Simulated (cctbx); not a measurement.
# Interatomic vectors of SmMnBe14

Space group P-6m2 (no. 187), a = 4.8730 Å, b = 4.8730 Å, c = 8.0200 Å, α = 90.00°, β = 90.00°, γ = 120.00°, content Sm1 Mn1 Be14.

Simulated single-crystal data (cctbx): Ag Kα, λ = 0.56087 Å, to d = 0.6 Å, 80 % of the full sphere, strongest reflection 5000 counts, noise from counting, a 4 % proportional error and a noise floor of 4 counts (s.d.); no absorption.

Patterson synthesis from sharpened amplitudes, origin scaled to 1000:

```text
Patterson group P 6/m m m
      u       v       w   height  length (A)
  0.000   0.000   0.000   1000.0     0.00
  0.000   0.000   0.500    592.5     4.01
  0.000   0.500   0.500     68.7     4.69
  0.000   0.500   0.000     51.1     2.44
  0.000   0.000   0.109     43.1     0.88
  0.050   0.100   0.093     38.2     0.85
  0.000   0.174   0.000     35.6     0.85
  0.097   0.194   0.000     34.2     0.82
  0.085   0.171   0.054     34.0     0.84
  0.156   0.312   0.268     30.2     2.52
  0.000   0.083   0.407     24.3     3.29
  0.000   0.000   0.407     24.3     3.27
  0.000   0.000   0.187     23.3     1.50
  0.333   0.667   0.230     22.5     3.36
```

**Question.** Which atom pairs make the peaks, and where is the heaviest atom?

A peak at u stands for all pairs with xi − xj = u, with weight Σ ZiZj against Σ Z² = 4693 at the origin. Peak heights follow these weights only roughly, since form factors, motion and series ripples differ, all vectors within 0.55 Å of a peak are counted as merged into it though the farther ones add only part of their weight, and F(000) is left out, which lowers the whole map:

| u | v | w | shortest length (Å) | height | 1000 ΣZiZj/ΣZ² | pairs in the cell |
| --- | --- | --- | --- | --- | --- | --- |
| 0.000 | 0.000 | 0.500 | 4.01 | 592 | 708 | 2 × Sm–Mn, 14 × Be–Be |
| 0.000 | 0.500 | 0.500 | 4.69 | 69 | 189 | 2 × Sm–Be, 2 × Mn–Be, 12 × Be–Be |
| 0.000 | 0.500 | 0.000 | 2.44 | 51 | 189 | 2 × Sm–Be, 2 × Mn–Be, 12 × Be–Be |

The table stops at ten peaks or at a height of 45, below which ripples compete. In the model behind the data Sm, the heaviest element, has 1 independent site: (0, 0, 1/2), up to an allowed shift of origin. No listed peak is a Sm–Sm vector, so the position follows from the cell content and the cross vectors. The whole model:

```csv
atom,mult.,x,y,z,Ueq (Å²)
Sm1,1,0,0,1/2,0.0097
Mn1,1,0,0,0,0.0109
Be1,2,2/3,1/3,0.7424,0.0172
Be2,6,0.6773,0.8387,0.7605,0.0193
Be3,3,0.5025,0.4975,1/2,0.0263
Be4,3,0.5007,0.4993,0,0.0162
```

This is a model crystal, built by substitution and not relaxed, with assumed displacement parameters.

[Logs are printed without paths, hosts, clocks, repeated set-up lines and the standing remarks that a program may print on its own settings, such as how far it seeks lower states.]
